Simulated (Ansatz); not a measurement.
## Optical response of MgO (Periclase)

Wanted: where MgO (Periclase) starts to absorb, how strongly, and its refractive index. The cell comes from an older database entry, whose edges can differ from later determinations, mostly by under a per cent.

Program: Ansatz 0.2.0. Level of theory: DFT, PBE, plane-wave PAW, default files, scalar-relativistic, independent-particle optical response without local fields. Values are calculated unless marked as measured.

Report form: inputs, costs, results and the conclusion, without the logs.

The database entry behind the starting cell differs from other determinations of this structure, so it need not match the best structure at room temperature.

**1. The structure**

The structure is cubic, space group Fm-3m (No. 225). Conventional cell: a = 4.217 Å, b = 4.217 Å, c = 4.217 Å, α = 90.00°, β = 90.00°, γ = 90.00°. Mg has 6 O at 2.11 Å nearest. Nearest to O lie 6 Mg at 2.11 Å. Farther neighbours, and contacts between anions beyond the nearest, are not listed.

**2. Ground state and bands**

The self-consistent density comes first; it also tells whether there is a gap, which decides the occupations and the need for a Drude term.

This step: DFT, PBE, plane-wave PAW, default files, scalar-relativistic, ground state (Ansatz 0.2.0).

input.yaml

```yaml
crystal:
  lattice:
    - [0.0, 2.1085, 2.1085]
    - [2.1085, 0.0, 2.1085]
    - [2.1085, 2.1085, 0.0]
  atoms:
    - { symbol: Mg, position: [0.0, 0.0, 0.0] }
    - { symbol: O, position: [0.5, 0.5, 0.5] }
kpoints:
  mp_grid: { grid: [9, 9, 9] }
  band_path:
    path:
      - [[0.0, 0.0, 0.0], [0.5, 0.0, 0.5], [0.5, 0.25, 0.75], [0.375, 0.375, 0.75], [0.0, 0.0, 0.0], [0.5, 0.5, 0.5], [0.625, 0.25, 0.625], [0.5, 0.25, 0.75], [0.5, 0.5, 0.5], [0.375, 0.375, 0.75]]
      - [[0.625, 0.25, 0.625], [0.5, 0.0, 0.5]]
    npoints: 6
scf:
  occupations: { method: fermi_dirac, width: 0.05 }
  n_extra_bands: 6
hamiltonian:
  xc: pbe
  pseudopotentials: { kind: paw }
output:
  forces: true
  stress: true
  populations: true
  write_bands: true
  write_density: true
  write_potential: true
  elf: true
  volumetric_format: npy
```

On the command line:

```console
$ ansatz run input.yaml --threads 4 --pin off --max-ram 8192MiB --backend cpu --events-out ev --progress --plain --runs-dir out
```

The job ended after 2.1 s (4 threads of Intel Xeon Platinum 8488C (Sapphire Rapids), shared host; peak memory 0.28 GiB; 1.2 s of CPU time).

Read from the output:

* free energy: -2494.1328 eV
* Fermi energy: 10.50 eV
* gap by band count: 4.709 eV
* electrons: 16
* symmetry operations: 48
* pressure: 4.095 GPa
* gap on the k-mesh: 4.709 eV
* volume: 18.75 Å³
* gap on the path: 4.709 eV
* least direct gap on the path: 4.709 eV

There is a gap, 4.71 eV on the path, so no carriers' term is needed. The cell is left with a pressure of 4.1 GPa, as it stands unrelaxed at this level.

The electronic bands at the labelled points (eV, zero at the Fermi level; v1 is the highest filled band, c1 the lowest empty one):

```
    point     v3     v2     v1    c1     c2     c3     c4
        Γ  -2.40  -2.40  -2.40  2.31  13.40  13.40  13.40
  halfway  -5.02  -3.13  -3.13  5.64   8.77  13.08  15.04
        X  -6.44  -3.74  -3.74  6.74   7.55  10.67  16.54
  halfway  -6.14  -4.28  -3.96  7.61   8.43  10.33  14.90
        W  -5.33  -5.33  -4.16  9.23   9.23   9.74  13.09
  halfway  -5.72  -5.08  -3.85  8.26   9.49   9.86  14.00
        K  -5.86  -5.09  -3.54  7.69   9.35  10.11  15.70
  halfway  -5.33  -3.57  -2.79  5.74   9.59  12.94  15.51
        Γ  -2.40  -2.40  -2.40  2.31  13.40  13.40  13.40
  halfway  -5.05  -2.74  -2.74  4.67  10.16  14.24  14.24
        L  -6.99  -3.05  -3.05  5.49  10.17  13.91  13.91
  halfway  -6.52  -4.12  -3.24  6.86   9.87  11.44  14.67
        U  -5.86  -5.09  -3.54  7.69   9.35  10.11  15.70
  halfway  -5.72  -5.08  -3.85  8.26   9.49   9.86  14.00
        W  -5.33  -5.33  -4.16  9.23   9.23   9.74  13.09
  halfway  -6.37  -4.32  -3.38  7.26   9.77  11.07  14.48
        L  -6.99  -3.05  -3.05  5.49  10.17  13.91  13.91
  halfway  -6.52  -4.12  -3.24  6.86   9.87  11.44  14.67
        K  -5.86  -5.09  -3.54  7.69   9.35  10.11  15.70
jump to U  -5.86  -5.09  -3.54  7.69   9.35  10.11  15.70
  halfway  -6.29  -4.19  -3.69  7.12   8.07  10.51  16.15
        X  -6.44  -3.74  -3.74  6.74   7.55  10.67  16.54
```

Valence density in the ac plane of the conventional cell at fractional y = 0.000, with atoms of Mg and O within 0.2 Å of it. It is the smooth field of the valence electrons, not physical close to the nuclei.

Ten steps, logarithmic in the rise over the least value, from '_' (0 e/Å³) to '@' (26 e/Å³), each cell a mean:
```
@@##::__::==****++--....++%%
++--____..--==++==::____::++
..________..::::::..______..
....__________..__________..
----..______::--..____..::--
**++--..__--##%%++..__::==++
##**--....++@@@@%%--..::++**
**++--....++%%@@##::__::==**
++==::____::++++--____..--==
::::..______....________..::
..__________......__________
--..____..::------..______::
%%++..__::==++**++--..__--##
@@%%--..::++**##**--....++@@
```

ELF in the ac plane of the conventional cell at fractional y = 0.000, with atoms of Mg and O within 0.2 Å of it. It is the smooth field of the valence electrons, not physical close to the nuclei.

Values, 14 rows by 14 columns, each cell a mean:
```
0.32 0.38 0.17 0.23 0.68 0.80 0.65 0.55 0.75 0.79 0.48 0.12 0.29 0.35
0.32 0.23 0.07 0.19 0.57 0.77 0.80 0.80 0.81 0.71 0.38 0.09 0.14 0.29
0.13 0.10 0.08 0.13 0.33 0.57 0.68 0.70 0.64 0.46 0.20 0.08 0.09 0.12
0.50 0.46 0.32 0.15 0.13 0.19 0.23 0.24 0.21 0.14 0.10 0.20 0.38 0.48
0.80 0.76 0.62 0.32 0.08 0.07 0.17 0.20 0.14 0.06 0.14 0.46 0.71 0.79
0.69 0.78 0.76 0.46 0.10 0.23 0.38 0.36 0.33 0.14 0.21 0.64 0.81 0.75
0.40 0.69 0.80 0.50 0.13 0.32 0.32 0.25 0.36 0.20 0.24 0.70 0.80 0.55
0.55 0.75 0.79 0.48 0.12 0.29 0.35 0.32 0.38 0.17 0.23 0.68 0.80 0.65
0.80 0.81 0.71 0.38 0.09 0.14 0.29 0.32 0.23 0.07 0.19 0.57 0.77 0.80
0.70 0.64 0.46 0.20 0.08 0.09 0.12 0.13 0.10 0.08 0.13 0.33 0.57 0.68
0.24 0.21 0.14 0.10 0.20 0.38 0.48 0.50 0.46 0.32 0.15 0.13 0.19 0.23
0.20 0.14 0.06 0.14 0.46 0.71 0.79 0.80 0.76 0.62 0.32 0.08 0.07 0.17
0.36 0.33 0.14 0.21 0.64 0.81 0.75 0.69 0.78 0.76 0.46 0.10 0.23 0.38
0.25 0.36 0.20 0.24 0.70 0.80 0.55 0.40 0.69 0.80 0.50 0.13 0.32 0.32
```

**3. Spectrum**

The spectrum is a sum over vertical transitions between filled and empty bands at the fixed density, so many empty bands are needed.

This step: DFT, PBE, plane-wave PAW, default files, scalar-relativistic, independent-particle optical response without local fields (Ansatz 0.2.0).

input.yaml, the sections that differ from step 2:

```yaml
kpoints:
  mp_grid: { grid: [9, 9, 9] }
scf:
  occupations: { method: fixed }
output:
  optics:
    e_range: [0, 20]
    de: 0.05
    sigma: 0.15
    nscf_kmesh: { grid: [10, 10, 10] }
    bands: { spectra_wanted_up_to: 20 }
# crystal, hamiltonian: as in step 2
```

Wall time 2.6 s (4 threads); peak memory 0.54 GiB.

Read from the output:

| Item | Value |
| --- | --- |
| electronic dielectric constant ε∞, mean of the axes | 3.263 |
| absorption onset, first axis (α over 10⁴ cm⁻¹, or the direct gap if that lies higher) | 4.709 eV |
| main peak of Im epsilon, first axis | 11.04 eV |
| least direct gap on the mesh | 4.709 eV |
| bands summed | 20 |
| spectra valid up to | 32.73 eV |
| program's estimate of the k-sum error in Im epsilon | 0.06 % |
| electrons in the f-sum | 7.373 |

Im ε, any direction against photon energy; read off at these points:

```
photon energy (eV)  Im ε, any direction
              4.00                    0
              4.50              0.00427
              5.00                0.505
              5.50                0.787
              6.00                0.956
              6.50                 1.10
              7.00                 1.25
              7.50                 1.45
              8.00                 1.80
              8.50                 3.14
              8.70                 3.66
              9.00                 3.42
              9.50                 3.03
             10.00                 2.78
             10.50                 3.22
             11.00                 5.90
             11.50                 4.36
             12.00                 3.25
             12.50                 2.88
             13.00                 2.87
             13.50                 1.88
             14.00                 2.67
             14.50                 2.43
             15.00                 3.63
             15.20                 4.02
             15.50                 3.42
             16.00                 2.55
             16.50                 2.69
             17.00                 2.23
             17.50                 2.25
             18.00                 2.83
             18.50                 1.39
             19.00                0.940
             19.50                0.680
             20.00                0.617
```

The Re ε, any direction by photon energy:

```
photon energy (eV)  Re ε, any direction
                 0                 3.26
                 1                 3.28
                 2                 3.35
                 3                 3.49
                 4                 3.76
                 5                 4.36
                 6                 4.23
                 7                 4.33
                 8                 4.80
                 9                 3.57
                10                 3.34
                11                 2.89
                12                0.715
                13                0.687
                14                 1.46
                15                 1.57
                16               0.0657
                17               -0.197
                18               -0.798
                19               -0.785
                20               -0.163
```

Table of refractive index n and extinction k by photon energy:

```
photon energy (eV)      n      k
                 0   1.81      0
                 1   1.81      0
                 2   1.83      0
                 3   1.87      0
                 4   1.94      0
                 5   2.09  0.121
                 6   2.07  0.231
                 7   2.10  0.297
                 8   2.23  0.404
                 9   2.06  0.829
                10   1.96  0.710
                11   2.18   1.36
                12   1.42   1.14
                13   1.35   1.06
                14   1.50  0.889
                15   1.66   1.09
                16   1.14   1.12
                17   1.01   1.10
                18   1.04   1.37
                19  0.469   1.00
                20  0.488  0.633
```

Values under 1 per cm are given as 1. Absorption coefficient, any direction against photon energy:

```
photon energy (eV)  absorption coefficient, any direction (1/cm)
             0.000                                             1
             0.500                                             1
             1.000                                             1
             1.500                                             1
             2.000                                             1
             2.500                                             1
             3.000                                             1
             3.500                                             1
             4.000                                             1
             4.500                                           483
             5.000                                         61186
             5.500                                         1.1e5
             6.000                                         1.4e5
             6.500                                         1.7e5
             7.000                                         2.1e5
             7.500                                         2.6e5
             8.000                                         3.3e5
             8.500                                         5.7e5
             9.000                                         7.6e5
             9.500                                         7.5e5
            10.000                                         7.2e5
            10.500                                         7.7e5
            11.000                                         1.5e6
            11.500                                         1.6e6
            12.000                                         1.4e6
            12.500                                         1.3e6
            13.000                                         1.4e6
            13.500                                         1.0e6
            14.000                                         1.3e6
            14.500                                         1.2e6
            15.000                                         1.7e6
            15.500                                         2.1e6
            16.000                                         1.8e6
            16.500                                         1.9e6
            17.000                                         1.9e6
            17.500                                         1.9e6
            18.000                                         2.5e6
            18.500                                         2.3e6
            19.000                                         1.9e6
            19.500                                         1.6e6
            20.000                                         1.3e6
```

The loss function −Im 1/ε at q → 0, any direction by energy loss; read off at these points:

energy loss (eV), loss function −Im 1/ε at q → 0, any direction and a bar:
```
     4.00       0.00 
     4.50       0.00 
     5.00       0.03 #
     5.50       0.04 #
     6.00       0.05 #
     6.50       0.06 #
     7.00       0.06 #
     7.50       0.06 #
     8.00       0.07 #
     8.50       0.09 ##
     9.00       0.14 ###
     9.50       0.16 ###
    10.00       0.15 ###
    10.50       0.11 ##
    11.00       0.14 ###
    11.50       0.23 #####
    12.00       0.29 ######
    12.50       0.32 ######
    13.00       0.33 #######
    13.35       0.45 #########
    13.50       0.39 ########
    14.00       0.29 ######
    14.50       0.30 ######
    15.00       0.23 #####
    15.50       0.29 ######
    16.00       0.39 ########
    16.50       0.37 #######
    17.00       0.45 #########
    17.30       0.45 #########
    17.50       0.44 #########
    18.00       0.33 ######
    18.50       0.41 ########
    19.00       0.63 ############
    19.50       1.03 ####################
    20.00       1.51 ##############################
```

From ε follow the optical constants at some laser lines:

```
wavelength (nm)     n      k  R (%)        1/α
           1550  1.81  0.000    8.3  over 1 mm
           1064  1.81  0.000    8.4  over 1 mm
            633  1.83  0.000    8.6  over 1 mm
            532  1.84  0.000    8.8  over 1 mm
            365  1.89  0.000    9.5  over 1 mm
            308  1.94  0.000   10.2  over 1 mm
            248  2.09  0.121   12.6     164 nm
```

Rows near the edge hang on the gap, which this functional as a rule makes too small, and phonon-assisted absorption over an indirect gap is left out.

Through 1 µm of it, D65 light comes out colourless (x = 0.313, y = 0.330; 84 % transmitted).

The f-sum over the summed bands holds 7.4 of the cell's 16 electrons outside the frozen cores, 10 of which lie in bands more than 12 eV below the Fermi level, whose transitions come at higher energies. Up to 20 eV the strength has a mean oscillator energy of 12.0 eV, close to the main peak.

**4. Static response with local fields**

A static field by perturbation theory: the induced potential is included, and the Born charges come with it.

This step: DFT, PBE, plane-wave PAW, default files, scalar-relativistic, static field response by perturbation theory with local fields (Ansatz 0.2.0).

input.yaml, the sections that differ from step 3:

```yaml
dielectric: {}
# crystal, kpoints, scf, hamiltonian: as in step 3
# output: removed
```

Wall time 5.3 s (4 threads); peak memory 0.44 GiB.

This step gave:

```
electronic dielectric constant ε∞, mean of the axes : 3.209
```

ε∞ with local fields:

```
3.21 0.00 0.00
0.00 3.21 0.00
0.00 0.00 3.21
```

Diagonal elements. Born, by row:

```
atom  Z*xx (e)  Z*yy (e)  Z*zz (e)
 Mg1     1.987     1.987     1.987
  O2    -1.987    -1.987    -1.987
```

Mean Born charges are Mg +1.99 and O -1.99, against formal valences of +2 and -2. They lie near the ionic values.

**5. Summary of results**

```yaml
gap_on_the_path: 4.71 eV
least_direct_gap_on_the_path: 4.71 eV
electronic_dielectric_constant_eps_infinity_mean_of_the_axes_independent_particles: 3.26
absorption_onset_first_axis_alpha_over_1e4_cm_minus1_or_the_direct_gap_if_that_lies_higher: 4.71 eV
main_peak_of_im_epsilon_first_axis: 11.0 eV
electronic_dielectric_constant_eps_infinity_mean_of_the_axes_static_response_with_local_fields: 3.21
```

At this level (PBE, independent particles) MgO has ε∞ = 3.26 (3.21 with local fields) and n = 1.81 at 1550 nm; absorption sets in near 4.7 eV, and Im ε peaks at 11.0 eV. The gap on the path is direct, 4.71 eV. Lines 0.15 eV wide carry a tail of absorption under the direct gap, past the threshold already at 4.67 eV. Absorption is strong from the direct gap on, 4.71 eV, in the ultraviolet, so the visible is passed. Im ε has its chief maxima at 8.71 eV (3.7), 11.04 eV (5.9), 15.21 eV (4.0) and 17.97 eV (2.8). The f-sum over the summed bands holds 7.4 of the cell's 16 electrons outside the frozen cores, 10 of which lie in bands more than 12 eV below the Fermi level, whose transitions come at higher energies. Up to 20 eV the strength has a mean oscillator energy of 12.0 eV, close to the main peak. Through 1 µm of it, D65 light comes out colourless (x = 0.313, y = 0.330; 84 % transmitted). With local fields and the functional's kernel the static response is 3.21 against 3.26 for independent particles (-2 %). In the base spectrum excitons and phonon-assisted transitions are missing, and so are local fields; PBE gaps are as a rule too small, which pulls the onset down and ε∞ up. In the base run ε includes the program's bounded estimate of what the bands above those summed add.

[Long decimals in the printed logs are rounded to 6 places.]

[Logs are printed without paths, hosts, clocks, repeated set-up lines and the standing remarks that a program may print on its own settings, such as how far it seeks lower states.]

[Hosts, paths, dates, database ids (printed as entryN), source tags and the programs' standing remarks are cut or masked in the printed files.]

[Where the starting crystal was built by hand or by swapping elements, it need not be the compound's stable phase.]

[The count of steps not shown may lack steps that the program refused or didn't finish.]
